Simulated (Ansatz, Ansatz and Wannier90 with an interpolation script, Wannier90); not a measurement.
# From a coarse GW mesh to bands everywhere: SnO2 (Cassiterite), part 2 of 2

Aim: the G0W0 bands of SnO2 (Cassiterite) along the symmetry lines, with the gap off the mesh.

Ansatz 0.2.0; LDA, Wannier functions and G0W0, plane waves, PAW. Known limits of the many-body steps: not at the basis limit; no spin-orbit coupling.

So far. Step 4 (Wannier functions by Wannier90 (O:2p Sn:5s Sn:5p) on …): Near the gap the model misses directly solved bands by 0.7 meV r.m.s. and by 8 meV at most in the window tested. This tests the starting bands, not the corrections carried with them. Step 5 (G0W0 at every point of the mesh: 4×4×6 mesh, 298 empty …): The gap on the mesh goes from 1.13 eV to 2.79 eV, a correction of +1.66 eV.

## 6. Interpolating the corrections (continued)

The density of states has structure finer than the step of the table below, so its rows give means over 0.5 eV, whole bins alone (the curve runs from -9 to 6.7 eV). Peaks (eV: height): G0W0 -7.60: 2.04, -4.00: 4.16, -1.10: 9.14; LDA -7.60: 2.05, -4.00: 4.16, -0.90: 9.29, 5.00: 2.11.

Wannier model on a dense mesh, Gaussian width 0.15 eV. Limits: finite bands, cutoff and mesh; no spin-orbit coupling. Density of states against energy, zero at the valence-band top of each set; means over each step; values in states/eV/cell:

| energy (eV) | G0W0 | LDA |
| --- | --- | --- |
| -8.5 | 0.0566 | 0.0724 |
| -8.0 | 0.996 | 1.17 |
| -7.5 | 1.89 | 1.87 |
| -7.0 | 1.72 | 1.66 |
| -6.5 | 1.22 | 1.17 |
| -6.0 | 0.935 | 0.915 |
| -5.5 | 1.47 | 1.43 |
| -5.0 | 2.35 | 2.27 |
| -4.5 | 2.86 | 2.87 |
| -4.0 | 3.81 | 3.80 |
| -3.5 | 3.16 | 3.10 |
| -3.0 | 3.00 | 3.08 |
| -2.5 | 2.83 | 2.94 |
| -2.0 | 3.87 | 3.82 |
| -1.5 | 5.71 | 6.10 |
| -1.0 | 8.76 | 8.43 |
| -0.5 | 3.16 | 3.06 |
| 0.0 | 0.214 | 0.239 |
| 0.5 | 2.5e-4 | 2.9e-4 |
| 1.0 | 0 | 0.00350 |
| 1.5 | 0 | 0.0352 |
| 2.0 | 0 | 0.0798 |
| 2.5 | 7.8e-4 | 0.136 |
| 3.0 | 0.0246 | 0.215 |
| 3.5 | 0.0604 | 0.329 |
| 4.0 | 0.0998 | 0.499 |
| 4.5 | 0.148 | 0.940 |
| 5.0 | 0.208 | 1.84 |
| 5.5 | 0.321 | 1.52 |
| 6.0 | 0.459 | 1.29 |

Corrections by starting level (eV, on the run's own energy scale, so only their differences matter):

| start | correction |
| --- | --- |
| -8.27 | −0.73 |
| -7.27 | −0.67 |
| -5.49 | −0.73 |
| -4.58 | −0.74 |
| -4.02 | −0.76 |
| -3.44 | −0.71 |
| -2.95 | −0.69 |
| -2.47 | −0.95 |
| -1.79 | −0.66 |
| -1.42 | −0.78 |
| -1.15 | −0.78 |
| -0.94 | −0.79 |
| -0.78 | −0.68 |
| -0.30 | −0.76 |
| 2.63 | +1.04 |
| 5.31 | +1.38 |
| 6.73 | +1.57 |

## 7. LDA+SOC bands, for comparison

The many-body steps leave out spin-orbit coupling, so its effect is taken from a two-component run, with twice the bands.

This step: DFT, LDA with spin-orbit coupling, plane waves, PAW.

Contents of input.yaml:

```yaml
crystal:
  lattice:
    - [4.738, 0.0, 0.0]
    - [0.0, 4.738, 0.0]
    - [0.0, 0.0, 3.1865]
  atoms:
    - { symbol: Sn, position: [0.0, 0.0, 0.0] }
    - { symbol: Sn, position: [0.5, 0.5, 0.5] }
    - { symbol: O, position: [0.3071, 0.3071, 0.0] }
    - { symbol: O, position: [0.1929, 0.8071, 0.5] }
    - { symbol: O, position: [0.6929, 0.6929, 0.0] }
    - { symbol: O, position: [0.8071, 0.1929, 0.5] }
kpoints:
  mp_grid: { grid: [4, 4, 6] }
  band_path:
    path:
      - [[0.0, 0.0, 0.0], [0.0, 0.5, 0.0], [0.5, 0.5, 0.0], [0.0, 0.0, 0.0], [0.0, 0.0, 0.5], [0.0, 0.5, 0.5], [0.5, 0.5, 0.5], [0.0, 0.0, 0.5]]
      - [[0.0, 0.5, 0.0], [0.0, 0.5, 0.5]]
      - [[0.5, 0.5, 0.0], [0.5, 0.5, 0.5]]
    npoints: 10
hamiltonian:
  xc: lda
scf:
  occupations: { method: fermi_dirac, width: 0.02 }
  n_extra_bands: 12
magnetization:
  noncollinear: true
  spin_orbit: true
output:
  eigenvalues: true
```

Started as:

```
$ ansatz run input.yaml --threads 8 --pin off --max-ram 18432MiB --backend cpu --events-out ev --progress --plain --runs-dir out
```

Wall time 15 s (8 threads of Arm Neoverse V1, shared host); peak memory 1 GiB; 2 min of CPU time.

Numbers from this step:

| Item | Value |
| --- | --- |
| filled bands | 52 |
| gap | 1.140 eV |
| valence top at | Γ |
| conduction bottom at | Γ |
| least direct gap | 1.140 eV |

The gap stands +0.01 eV against LDA.

Electronic bands along the path, in eV, zero at the top of the highest nominally filled band:

| point | band 49 | band 50 | band 51 | band 52 | band 53 | band 54 | band 55 | band 56 |
| --- | --- | --- | --- | --- | --- | --- | --- | --- |
| Γ | -0.78 | -0.78 | 0.00 | 0.00 | 1.14 | 1.14 | 5.91 | 5.91 |
| halfway | -0.76 | -0.76 | -0.30 | -0.30 | 2.44 | 2.44 | 5.49 | 5.49 |
| X | -0.65 | -0.65 | -0.65 | -0.65 | 4.28 | 4.28 | 4.28 | 4.28 |
| halfway | -0.79 | -0.79 | -0.79 | -0.79 | 4.47 | 4.47 | 4.47 | 4.47 |
| M | -0.91 | -0.91 | -0.91 | -0.91 | 4.66 | 4.66 | 4.66 | 4.66 |
| halfway | -0.85 | -0.85 | -0.49 | -0.49 | 3.20 | 3.20 | 5.22 | 5.22 |
| Γ | -0.78 | -0.78 | 0.00 | 0.00 | 1.14 | 1.14 | 5.91 | 5.91 |
| halfway | -0.86 | -0.86 | -0.51 | -0.51 | 3.71 | 3.71 | 6.72 | 6.72 |
| Z | -1.28 | -1.28 | -1.28 | -1.28 | 6.02 | 6.02 | 6.02 | 6.02 |
| halfway | -1.15 | -1.15 | -1.15 | -1.15 | 6.12 | 6.12 | 6.14 | 6.14 |
| R | -0.73 | -0.73 | -0.71 | -0.71 | 6.29 | 6.29 | 6.30 | 6.30 |
| halfway | -1.00 | -1.00 | -0.99 | -0.99 | 5.29 | 5.29 | 5.34 | 5.34 |
| A | -0.85 | -0.85 | -0.85 | -0.85 | 4.71 | 4.71 | 4.71 | 4.71 |
| halfway | -1.06 | -1.06 | -1.02 | -1.02 | 5.50 | 5.50 | 6.02 | 6.02 |
| Z | -1.28 | -1.28 | -1.28 | -1.28 | 6.02 | 6.02 | 6.02 | 6.02 |
| jump to X | -0.65 | -0.65 | -0.65 | -0.65 | 4.28 | 4.28 | 4.28 | 4.28 |
| halfway | -0.85 | -0.85 | -0.85 | -0.85 | 5.41 | 5.41 | 5.42 | 5.42 |
| R | -0.73 | -0.73 | -0.71 | -0.71 | 6.29 | 6.29 | 6.30 | 6.30 |
| jump to M | -0.91 | -0.91 | -0.91 | -0.91 | 4.66 | 4.66 | 4.66 | 4.66 |
| halfway | -0.88 | -0.88 | -0.88 | -0.88 | 4.98 | 4.98 | 4.98 | 4.98 |
| A | -0.85 | -0.85 | -0.85 | -0.85 | 4.71 | 4.71 | 4.71 | 4.71 |

## 8. What came out

```json
{"LDA gap": "1.13 eV", "G0W0 gap over the zone": "2.79 eV, direct", "least direct G0W0 gap, in the model": "2.79 eV", "with the spin-orbit change": "2.80 eV", "GW settings": "4×4×6 mesh, 298 empty bands, screening to 150 eV", "known limits": "not at the basis limit; no spin-orbit coupling"}
```

The Wannier model follows the LDA bands to under 1 meV r.m.s. near the gap. The G0W0 gap over the zone is 2.79 eV, direct, from Γ to Γ; on the mesh alone it is 2.79 eV, nearly the same. The valence width in the model goes from 8.28 eV to 8.27 eV. At the band edge the lightest electron mass is 0.18 m_e at the start and 0.19 m_e in G0W0; the G0W0 masses rest on corrections from the 4×4×6 mesh alone and are rough. LDA+SOC gives a gap of 1.14 eV on the same path, a spin-orbit change of +0.01 eV that would bring the G0W0 gap to 2.80 eV. Against experiment, by G0W0@LDA with the spin-orbit change: the gap of 2.80 eV lies −0.80 eV from the measured 3.6 eV (kind not stated, quoted 2022). The calculation has static nuclei and no excitons; a measured gap holds zero-point and thermal motion, which mostly lowers it. Against the values above the computed gap that would widen the miss. An edge that is forbidden or weak in absorption could explain it, and so could too strong a screening: the start's gap is only 1.13 eV, and one shot does not repair that. Bands and cutoff are finite, so the gap is not at the basis limit. The miss can reach some tenths of an eV and take either sign; the mesh is an error of its own. Above the frozen window of the model the interpolated levels need not meet the computed ones, even at points of the mesh.

[Paths, hosts, dates, memory and timing lines, banners, echoed tables and standing remarks are left out of the program output.]

[Logs are printed without paths, hosts, clocks, repeated set-up lines and the standing remarks that a program may print on its own settings, such as how far it seeks lower states.]

[Runs of the session that timed out or met a known fault of the program may be left out.]

[Hosts, paths, dates, database ids (printed as entryN), source tags and the programs' standing remarks are cut or masked in the printed files.]
